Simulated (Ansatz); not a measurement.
# BaNaBr3 (cubic perovskite) (Pm-3m): the gap up the ladder of methods

Aim: the gap of BaNaBr3 (cubic perovskite) (Pm-3m) at several levels of theory on one structure, with the time that each takes.

Main program and level: Ansatz 0.2.0; density functionals, hybrids and G0W0, plane waves, PAW.

The structure was built from a prototype and need not be the compound's stable phase.

## (1) Starting point

It takes space group Pm-3m (No. 221, cubic). Conventional cell: a = 6.279 Å, b = 6.279 Å, c = 6.279 Å, α = 90.00°, β = 90.00°, γ = 90.00°. Na has 12 Br at 4.44 Å nearest. Nearest to Ba lie 6 Br at 3.14 Å. Nearest to Br lie 2 Ba at 3.14 Å. It derives from Ba1Br3Na1. Farther neighbours and most contacts between anions are not listed.

Structure file:

```cif
data_structure
_symmetry_space_group_name_H-M 'Pm-3m'
_symmetry_Int_Tables_number 221
_cell_length_a 6.2793
_cell_length_b 6.2793
_cell_length_c 6.2793
_cell_angle_alpha 90.000
_cell_angle_beta 90.000
_cell_angle_gamma 90.000
_cell_volume 247.59
loop_
_atom_site_label
_atom_site_type_symbol
_atom_site_symmetry_multiplicity
_atom_site_Wyckoff_symbol
_atom_site_fract_x
_atom_site_fract_y
_atom_site_fract_z
_atom_site_occupancy
Na1 Na 1 a 0.00000 0.00000 0.00000 1
Ba1 Ba 1 b 0.50000 0.50000 0.50000 1
Br1 Br 3 c 0.50000 0.50000 0.00000 1
```

The structure was relaxed with PBE. The structure type comes from a generator and need not be one that this composition takes. The runs that relaxed it are not among those shown. Spin-orbit coupling is left out unless a step names it. The default PAW set here is soft_2. Its files were made with PBE.

## (2) LDA on the 4×4×4 mesh

This step: DFT, LDA, plane waves, PAW.

input.yaml reads:

```yaml
crystal:
  lattice:
    - [6.2793234105, 0.0, 0.0]
    - [0.0, 6.2793234105, 0.0]
    - [0.0, 0.0, 6.2793234105]
  atoms:
    - { symbol: Na, position: [0.0, 0.0, 0.0] }
    - { symbol: Ba, position: [0.5, 0.5, 0.5] }
    - { symbol: Br, position: [0.5, 0.5, 0.0] }
    - { symbol: Br, position: [0.5, 0.0, 0.5] }
    - { symbol: Br, position: [0.0, 0.5, 0.5] }
kpoints:
  mp_grid: { grid: [4, 4, 4] }
  band_path:
    path: [[0.0, 0.0, 0.0], [0.0, 0.5, 0.0], [0.5, 0.5, 0.0], [0.5, 0.5, 0.5]]
    npoints: 1
hamiltonian:
  xc: lda
scf:
  occupations: { method: fixed }
  n_extra_bands: 5
output:
  eigenvalues: true
  forces: true
  stress: true
```

On the command line:

```
$ ansatz run input.yaml --threads 4 --pin off --max-ram 17510MiB --backend cpu --events-out ev --progress --plain --runs-dir out
```

Numbers of over 12 decimals in the logs are rounded to 6 here.

The log of the run:

```text
scf.n_extra_bands = 5 over 20 filled bands (N_el = 40.0): the run solves 25 bands
Engine: ansatz 0.2.0, aarch64-unknown-linux-gnu
Pseudopotentials: kind: paw
Pseudopotential: Na, paw, valence charge 9, recommended cutoff 420 eV (normal), Na.paw.azcp
Pseudopotential: Ba, paw, valence charge 10, recommended cutoff 420 eV (normal), Ba.paw.azcp
Pseudopotential: Br, paw, valence charge 7, recommended cutoff 420 eV (normal), Br.paw.azcp
Functional definition: SPW92
  exchange = slater_x
  correlation = pw_c
Crystal: 5 atoms, lattice volume = 247.593 Å³
Basis set: ecut = 420 eV, 4945 PW (Γ)
Bands: 25, of which v1, the nominal top of the filled ones, is band 20 counted from 1 (19 counted from 0)
Symmetry: 48 space group operations
Space group: Pm-3m (ITA 221), of the structure as read, at distance tolerance 6.3e-5 Å
k-points: 10 of 64
Non-local potential: Na, projectors of the file, l = 0: 3, l = 1: 2, l = 2: 1
Non-local potential: Ba, projectors of the file, l = 0: 3, l = 1: 2, l = 2: 2, l = 3: 2
Non-local potential: Br, projectors of the file, l = 0: 2, l = 1: 2, l = 2: 2
PAW form: soft (Blöchl's): semilocal exchange-correlation on the pseudo side does not see the compensation charge
PAW frozen core: Na, regenerated for the run's functional, and the local potential with it (the file was generated under x = pbe(κ = 0.804, μ = 0.219515), c = pbe(β = 0.066725))
PAW frozen core: Ba, regenerated for the run's functional, and the local potential with it (the file was generated under x = pbe(κ = 0.804, μ = 0.219515), c = pbe(β = 0.066725))
PAW frozen core: Br, regenerated for the run's functional, and the local potential with it (the file was generated under x = pbe(κ = 0.804, μ = 0.219515), c = pbe(β = 0.066725))
PAW one-centre angular grid: Na, 110 points (default); XC on 64 Gauss nodes
PAW one-centre angular grid: Ba, 194 points (default); XC on 64 Gauss nodes
PAW one-centre angular grid: Br, 110 points (default); XC on 64 Gauss nodes
Initial density: superposition of atomic densities (neutral atoms: chi_scale 0, normalization atom), corrected by the library's trained network
Initial wavefunctions: pseudopotential atomic-orbital guess
Functional: x = slater, c = lda
SCF iter   1: F=—  HF=-15335.584124 eV  |F-HF|=—  |Δ(HF+E_count)|=         —  Δρ=3.44e-3  dr2=1.90e-2  ethr=1.77e-3  ⟨swp⟩=5.6  Hψ=1162  notcnv=0  defer=20
preconditioner: auto → Resta (q_TF=auto, 2.013 Å⁻¹)  ε∞=2.6  [insulator: Δε(μ)=2.731 eV  Ē_g=10.256 eV  n_scr=32 (ndim 8)  ℏωp=12.9 eV  f_vac=0.257  ε∞_Penn≈2.6]
SCF iter   2: F=—  HF=-15335.578456 eV  |F-HF|=—  |Δ(HF+E_count)|=   5.67e-3  Δρ=1.59e-3  dr2=5.06e-3  ethr=4.75e-5  ⟨swp⟩=3.2  Hψ=578  notcnv=0  defer=27
SCF iter   3: F=—  HF=-15335.577592 eV  |F-HF|=—  |Δ(HF+E_count)|=   8.64e-4  Δρ=3.27e-4  dr2=2.80e-4  ethr=1.27e-5  ⟨swp⟩=3.9  Hψ=434  notcnv=0  defer=25
SCF iter   4: F=—  HF=-15335.577598 eV  |F-HF|=—  |Δ(HF+E_count)|=   6.17e-6  Δρ=5.27e-5  dr2=8.37e-6  ethr=7.00e-7  ⟨swp⟩=2.3  Hψ=426  notcnv=0  defer=25
SCF iter   5: F=—  HF=-15335.577561 eV  |F-HF|=—  |Δ(HF+E_count)|=   3.71e-5  Δρ=8.85e-6  dr2=4.84e-7  ethr=2.09e-8  ⟨swp⟩=2.7  Hψ=454  notcnv=0  defer=24
SCF iter   6: F=-15335.577561 eV  HF=-15335.577561 eV  |F-HF|=3.31e-9  |Δ(HF+E_count)|=   1.06e-7  Δρ=3.28e-6  dr2=5.12e-8  ethr=2.50e-10  ⟨swp⟩=14.4  Hψ=1748  notcnv=0
SCF 1 converged in 6 iterations: F = -15335.577561 eV  dr2 = 5.12e-8
[...]
NSCF: frozen V_eff on 4 k-points
SCF converged after 6 iterations
Free energy (F): -15335.577561 eV
Harris-Foulkes:  -15335.577561 eV  (|F-HF|=3.31e-9)
Internal energy: -15335.577561 eV  (E = F + TS)
E sigma→0 (E₀):  -15335.577561 eV
Fermi energy:    -0.294080 eV
--- Per-component energies (eV) ---
  E_band       = -462.833942
  E_kinetic    = 690.304464
  E_local      = -2906.395860  (includes V_loc(G=0)·N_el)
  E_nonlocal   = 391.392764
  E_hartree    = 988.512031
  E_xc         = -988.368006
  E_vxc        = -499.522636  (∫ρ·V_xc dr)
  E_paw        = -11784.463358  (= ΣΔE_a)
  E_vpaw       = -115.641339  (= ΣTr[D̂ρ^β])
  E_aug_tail   = 0.000013  (compensation charges beyond the density's cutoff)
  E_ewald      = -1727.602549
  E_core_change = 1.042940  (= ΣΔE_core)
  E_smearing   = -0.000000  (= −TS)
  E_closure    = 0.000000  (closes the sum)
  Σ components = -15335.577561   (vs F -15335.577561, Δ=0.00e0)
--- Forces (eV/Å), atoms counted from 1 ---
  atom   1  Na    -0.00000000    -0.00000000    -0.00000000
  atom   2  Ba     0.00000000    -0.00000000     0.00000000
  atom   3  Br    -0.00000000    -0.00000000     0.00000000
  atom   4  Br     0.00000000    -0.00000000     0.00000000
  atom   5  Br     0.00000000    -0.00000000     0.00000000
  max |Σ_I F_I| component: 4.08e-29 eV/Å
--- Stress (GPa, compression-positive) ---
       -1.404507       0.000000       0.000000
       -0.000000      -1.404507       0.000000
        0.000000       0.000000      -1.404507
  P = ⅓ Tr σ = -1.4045 GPa (-14.045 kbar)
--- Band table (eV; the first three rows and the last of 10) ---
  k-point 0: bands = [... 16 lower, -0.6548, -0.4714, -0.4714, -0.4714, 2.4463, 4.6065, 4.6065, 4.6065, ... 1 higher]
  k-point 1: bands = [... 16 lower, -0.7321, -0.6891, -0.4972, -0.4972, 2.8539, 4.6509, 4.9908, 4.9908, ... 1 higher]
  k-point 2: bands = [... 16 lower, -0.8925, -0.7225, -0.5087, -0.5087, 3.5035, 4.3667, 4.6984, 5.4299, ... 1 higher]
  k-point 9: bands = [... 16 lower, -1.4510, -0.2941, -0.2941, -0.2941, 3.2846, 6.3148, 6.3148, 6.3148, ... 1 higher]
```

Wall time 1.6 s (4 threads of Arm Neoverse V1, shared host); peak memory 0.51 GiB; 5.3 s of CPU time.

Numbers from this step:

```
pressure             : -1.405 GPa
gap                  : 2.740 eV
valence top at       : R
conduction bottom at : Γ
least direct gap     : 2.918 eV
```

Over mesh and listed points the gap is 2.740 eV, from k = (0.500, 0.500, 0.500) to k = Γ. The least direct gap found is 2.918 eV, at k = Γ.

## (3) PBEsol on the 4×4×4 mesh

This step: DFT, PBEsol, plane waves, PAW.

input.yaml, as its differences from that of step 2:

```diff
@@ -17,3 +17,3 @@
 hamiltonian:
-  xc: lda
+  xc: pbesol
 scf:
```

The log of the run:

```text
[...]
Crystal: 5 atoms, lattice volume = 247.593 Å³
Basis set: ecut = 420 eV, 4945 PW (Γ), exchange–correlation on 90×90×90 points (8 copies of the dense FFT grid, shifted against one another)
Bands: 25, of which v1, the nominal top of the filled ones, is band 20 counted from 1 (19 counted from 0)
Symmetry: 48 space group operations
[...]
k-points: 10 of 64
[...]
SCF iter   1: F=—  HF=-15556.093822 eV  |F-HF|=—  |Δ(HF+E_count)|=         —  Δρ=1.40e-3  dr2=8.15e-3  ethr=1.77e-3  ⟨swp⟩=5.6  Hψ=1194  notcnv=0  defer=18
[...]
SCF iter   6: F=-15556.089049 eV  HF=-15556.089049 eV  |F-HF|=8.90e-8  |Δ(HF+E_count)|=   2.37e-6  Δρ=3.55e-6  dr2=3.35e-8  ethr=2.50e-10  ⟨swp⟩=12.9  Hψ=1887  notcnv=0
SCF 1 converged in 6 iterations: F = -15556.089049 eV  dr2 = 3.35e-8
[...]
NSCF: frozen V_eff on 4 k-points
SCF converged after 6 iterations
Free energy (F): -15556.089049 eV
[...]
Internal energy: -15556.089049 eV  (E = F + TS)
E sigma→0 (E₀):  -15556.089049 eV
Fermi energy:    -0.113132 eV
[...]
--- Stress (GPa, compression-positive) ---
       -0.741306      -0.000000      -0.000000
        0.000000      -0.741306       0.000000
       -0.000000       0.000000      -0.741306
  P = ⅓ Tr σ = -0.7413 GPa (-7.413 kbar)
--- Band table (eV; the first three rows and the last of 10) ---
  k-point 0: bands = [... 16 lower, -0.4666, -0.2841, -0.2841, -0.2841, 2.8234, 4.9043, 4.9043, 4.9043, ... 1 higher]
  k-point 1: bands = [... 16 lower, -0.5407, -0.4986, -0.3096, -0.3096, 3.2183, 4.9470, 5.2870, 5.2870, ... 1 higher]
  k-point 2: bands = [... 16 lower, -0.6948, -0.5298, -0.3212, -0.3212, 3.8428, 4.7622, 4.9925, 5.7322, ... 1 higher]
  k-point 9: bands = [... 16 lower, -1.2379, -0.1131, -0.1131, -0.1131, 3.6295, 6.6636, 6.6636, 6.6636, ... 1 higher]
```

The job ended after 1.7 s (4 threads; peak memory 0.54 GiB; 5.9 s of CPU time).

This step gave:

* pressure: -0.7413 GPa
* gap: 2.937 eV
* valence top at: R
* conduction bottom at: Γ
* least direct gap: 3.108 eV

Over mesh and listed points the gap is 2.937 eV, from k = (0.500, 0.500, 0.500) to k = Γ. The least direct gap found is 3.108 eV, at k = Γ. PBEsol against LDA: 2.937 − 2.740 = +0.197 eV, with the same mesh, files and cutoff, and both edges at the same k points.

## (4) PBE on the 4×4×4 mesh

Levels along a band path and on the mesh show where this functional puts the band edges.

This step: DFT, PBE, plane waves, PAW.

input.yaml, as its differences from that of step 3:

```diff
@@ -14,8 +14,10 @@
   band_path:
-    path: [[0.0, 0.0, 0.0], [0.0, 0.5, 0.0], [0.5, 0.5, 0.0], [0.5, 0.5, 0.5]]
-    npoints: 1
+    path:
+      - [[0.0, 0.0, 0.0], [0.0, 0.5, 0.0], [0.5, 0.5, 0.0], [0.0, 0.0, 0.0], [0.5, 0.5, 0.5], [0.0, 0.5, 0.0]]
+      - [[0.5, 0.5, 0.5], [0.5, 0.5, 0.0]]
+    npoints: 10
 hamiltonian:
-  xc: pbesol
+  xc: pbe
 scf:
-  occupations: { method: fixed }
+  occupations: { method: fermi_dirac, width: 0.02 }
   n_extra_bands: 5
@@ -25 +27,5 @@
   stress: true
+  write_density: true
+  write_potential: true
+  elf: true
+  volumetric_format: npy
```

The log of the run:

```text
[...]
Crystal: 5 atoms, lattice volume = 247.593 Å³
Basis set: ecut = 420 eV, 4945 PW (Γ), exchange–correlation on 90×90×90 points (8 copies of the dense FFT grid, shifted against one another)
Bands: 25, of which v1, the nominal top of the filled ones, is band 20 counted from 1 (19 counted from 0)
Symmetry: 48 space group operations
[...]
k-points: 10 of 64
[...]
k-point 0: bands = [... 16 lower, -0.3934, -0.2140, -0.2140, -0.2140, 2.8152, 5.0758, 5.0758, 5.0758, ... 1 higher]
  k-point 1: bands = [... 16 lower, -0.4651, -0.4250, -0.2388, -0.2388, 3.1963, 5.1192, 5.4479, 5.4479, ... 1 higher]
  k-point 2: bands = [... 16 lower, -0.6150, -0.4559, -0.2503, -0.2503, 3.7717, 4.8656, 5.1654, 5.8688, ... 1 higher]
  k-point 9: bands = [... 16 lower, -1.1518, -0.0449, -0.0449, -0.0449, 3.5494, 6.7351, 6.7351, 6.7351, ... 1 higher]
[key lines of the parts left out:]
SCF converged after 6 iterations
Free energy (F): -15793.934085 eV
Fermi energy:    1.409107 eV
P = ⅓ Tr σ = -0.0013 GPa (-0.013 kbar)
```

It took 3.4 s on 4 threads; peak memory 0.57 GiB.

This step gave:

```yaml
pressure: -0.001288 GPa
gap: 2.860 eV
valence_top_at: R
conduction_bottom_at: Γ
least_direct_gap: 3.029 eV
```

Over mesh and path the gap is 2.860 eV, from k = (0.500, 0.500, 0.500) to k = Γ. The least direct gap found is 3.029 eV, at k = Γ. PBE against PBEsol: 2.860 − 2.937 = −0.077 eV, with the same mesh, files and cutoff, and both edges at the same k points.

## (5) PBE+SOC on the 4×4×4 mesh

This run has two-component orbitals with spin-orbit coupling.

This step: DFT, PBE with spin-orbit coupling, plane waves, PAW.

input.yaml, the sections that differ from step 4:

```yaml
kpoints:
  mp_grid: { grid: [4, 4, 4] }
  band_path:
    path: [[0.0, 0.0, 0.0], [0.0, 0.5, 0.0], [0.5, 0.5, 0.0], [0.5, 0.5, 0.5]]
    npoints: 1
scf:
  occupations: { method: fixed }
  n_extra_bands: 10
magnetization:
  noncollinear: true
  spin_orbit: true
output:
  eigenvalues: true
  forces: true
  stress: true
# crystal, hamiltonian: as in step 4
```

The log of the run:

```text
[...]
non-collinear run that drives no moment, with spin-orbit: no starting moment large enough to seed its density (crystal.atoms[].spin), no starting occupations that ask for one, no magnetisation constraint and no magnetic field, so the semilocal B_xc is pinned to zero
Crystal: 5 atoms, lattice volume = 247.593 Å³
[...]
k-point 1: bands = [... 36 lower, -0.2868, -0.2868, -0.0590, -0.0590, 3.1962, 3.1962, 5.1180, 5.1180, ... 6 higher]
  k-point 2: bands = [... 36 lower, -0.3515, -0.3515, -0.0678, -0.0678, 3.7721, 3.7721, 4.8647, 4.8647, ... 6 higher]
  k-point 9: bands = [... 36 lower, 0.0494, 0.0494, 0.0494, 0.0494, 3.5486, 3.5486, 6.6993, 6.6993, ... 6 higher]
[key lines of the parts left out:]
SCF converged after 9 iterations
Magnetization: |M| = 0.0000 μB,  M = (+0.0000, +0.0000, +0.0000) μB
Free energy (F): -15799.795597 eV
Fermi energy:    0.049382 eV
P = ⅓ Tr σ = -0.0030 GPa (-0.030 kbar)
```

Elapsed: 11 s, on 4 threads; peak memory 1.1 GiB.

Numbers from this step:

```yaml
pressure: -0.003001 GPa
gap: 2.765 eV
valence_top_at: R
conduction_bottom_at: Γ
least_direct_gap: 2.856 eV
```

Over mesh and listed points the gap is 2.765 eV, from k = (0.500, 0.500, 0.500) to k = Γ. The least direct gap found is 2.856 eV, at k = Γ. PBE+SOC against PBE: 2.765 − 2.860 = −0.095 eV, with the same mesh, set of files (read in its fully relativistic form for the spin-orbit run) and cutoff, and both edges at the same k points. The spin-orbit run sees mesh and listed points alone, so its gap is an upper bound: the coupling can move an edge off these points, and the change over the zone, its sign included where it is small, is not known.

## (6) HSE06 on the 2×2×2 mesh

HSE06 mixes in a quarter of exact exchange at short range.

This step: DFT, HSE06, plane waves, PAW.

input.yaml, as its differences from that of step 5:

```diff
@@ -12,3 +12,3 @@
 kpoints:
-  mp_grid: { grid: [4, 4, 4] }
+  mp_grid: { grid: [2, 2, 2] }
   band_path:
@@ -17,12 +17,7 @@
 hamiltonian:
-  xc: pbe
+  xc: hse06
 scf:
   occupations: { method: fixed }
-  n_extra_bands: 10
-magnetization:
-  noncollinear: true
-  spin_orbit: true
+  n_extra_bands: 5
 output:
   eigenvalues: true
-  forces: true
-  stress: true
```

The log of the run:

```text
[...]
davidson cushion auto → on  (no smearing: the cushion is to keep the highest requested band from converging to the state above it; pin scf.eigensolver.cushion to override)
Crystal: 5 atoms, lattice volume = 247.593 Å³
Basis set: ecut = 420 eV, 4945 PW (Γ)
Bands: 25, of which v1, the nominal top of the filled ones, is band 20 counted from 1 (19 counted from 0)
Symmetry: 48 space group operations
[...]
k-points: 4 of 8
[...]
E sigma→0 (E₀):  -15804.892174 eV
Fermi energy:    -0.839629 eV
[...]
--- Band table (eV) ---
  k-point 0: bands = [... 16 lower, -1.2164, -1.0278, -1.0278, -1.0278, 3.1222, 5.4356, 5.4356, 5.4356, ... 1 higher]
  k-point 1: bands = [... 16 lower, -1.4384, -1.2776, -1.0678, -1.0678, 4.1281, 5.1486, 5.5390, 6.2549, ... 1 higher]
  k-point 2: bands = [... 16 lower, -1.3946, -1.3946, -1.2313, -0.8432, 4.3623, 6.0988, 6.0988, 6.5471, ... 1 higher]
  k-point 3: bands = [... 16 lower, -2.0083, -0.8396, -0.8396, -0.8396, 3.9086, 7.0965, 7.0965, 7.0965, ... 1 higher]
[key lines of the parts left out:]
Free energy (F): -15804.892174 eV
```

The job ended after 22 s (4 threads; peak memory 1.5 GiB).

This step gave:

- gap: 3.962 eV
- valence top at: R
- conduction bottom at: Γ
- least direct gap: 4.150 eV
- exact-exchange fraction: 0.25

Over mesh and listed points the gap is 3.962 eV, from k = (0.500, 0.500, 0.500) to k = Γ. The least direct gap found is 4.150 eV, at k = Γ. HSE06 against PBE: 3.962 − 2.860 = +1.102 eV. The runs also differ in mesh (4×4×4 and 2×2×2), so how much of this comes from the functional alone is not known.

## (7) PBE0 on the 2×2×2 mesh

PBE0 mixes in a quarter of exact exchange at all distances.

This step: DFT, PBE0, plane waves, PAW.

input.yaml, as its differences from that of step 6:

```diff
@@ -17,3 +17,3 @@
 hamiltonian:
-  xc: hse06
+  xc: pbe0
 scf:
@@ -23 +23,5 @@
   eigenvalues: true
+  write_density: true
+  write_potential: true
+  elf: true
+  volumetric_format: npy
```

The log of the run:

```text
[...]
Crystal: 5 atoms, lattice volume = 247.593 Å³
Basis set: ecut = 420 eV, 4945 PW (Γ)
Bands: 25, of which v1, the nominal top of the filled ones, is band 20 counted from 1 (19 counted from 0)
Symmetry: 48 space group operations
[...]
k-points: 4 of 8
[...]
SCF iter   1: F=—  HF=-15793.799482 eV  |F-HF|=—  |Δ(HF+E_count)|=         —  Δρ=1.09e-3  dr2=3.04e-3  ethr=1.77e-3  ⟨swp⟩=13.8  Hψ=526  notcnv=0
[...]
E sigma→0 (E₀):  -15803.722994 eV
Fermi energy:    -1.225506 eV
[...]
--- Band table (eV) ---
  k-point 0: bands = [... 16 lower, -1.6099, -1.4140, -1.4140, -1.4140, 3.4544, 5.7936, 5.7936, 5.7936, ... 1 higher]
  k-point 1: bands = [... 16 lower, -1.8368, -1.6727, -1.4554, -1.4554, 4.4762, 5.4886, 5.8985, 6.6180, ... 1 higher]
  k-point 2: bands = [... 16 lower, -1.7923, -1.7923, -1.6215, -1.2290, 4.7124, 6.4453, 6.4453, 6.9178, ... 1 higher]
  k-point 3: bands = [... 16 lower, -2.4196, -1.2255, -1.2255, -1.2255, 4.2496, 7.4533, 7.4533, 7.4533, ... 1 higher]
[key lines of the parts left out:]
Free energy (F): -15803.722994 eV
```

The job ended after 21 s (4 threads; peak memory 1.5 GiB; 76 s of CPU time).

This step gave:

* gap: 4.680 eV
* valence top at: R
* conduction bottom at: Γ
* least direct gap: 4.868 eV
* exact-exchange fraction: 0.25

Over mesh and listed points the gap is 4.680 eV, from k = (0.500, 0.500, 0.500) to k = Γ. The least direct gap found is 4.868 eV, at k = Γ. PBE0 against HSE06: 4.680 − 3.962 = +0.718 eV, with the same mesh, files and cutoff, and both edges at the same k points.

(Continued in part 2 of 2.)

[Paths, hosts, dates, memory and timing lines, banners, echoed tables and standing remarks are left out of the program output.]

[Logs are printed without paths, hosts, clocks, repeated set-up lines and the standing remarks that a program may print on its own settings, such as how far it seeks lower states.]

[Runs of the session that timed out or met a known fault of the program may be left out.]

[Cells called generated may have been cut or substituted from an entry of the Crystallography Open Database or the Materials Project.]

[Hosts, paths, dates, database ids (printed as entryN), source tags and the programs' standing remarks are cut or masked in the printed files.]

[Where an RPA ε∞ is given, it is that of the G0W0 mesh and is not shown converged in it. Names of k-points follow the symmetry that the program found, which can be lower than the space group named. Band edges on a path are those of the sampled points; other points can move an edge, and change direct to indirect where valleys lie close.]

[Hybrid gaps are those of their k-mesh and are not shown converged in it.]
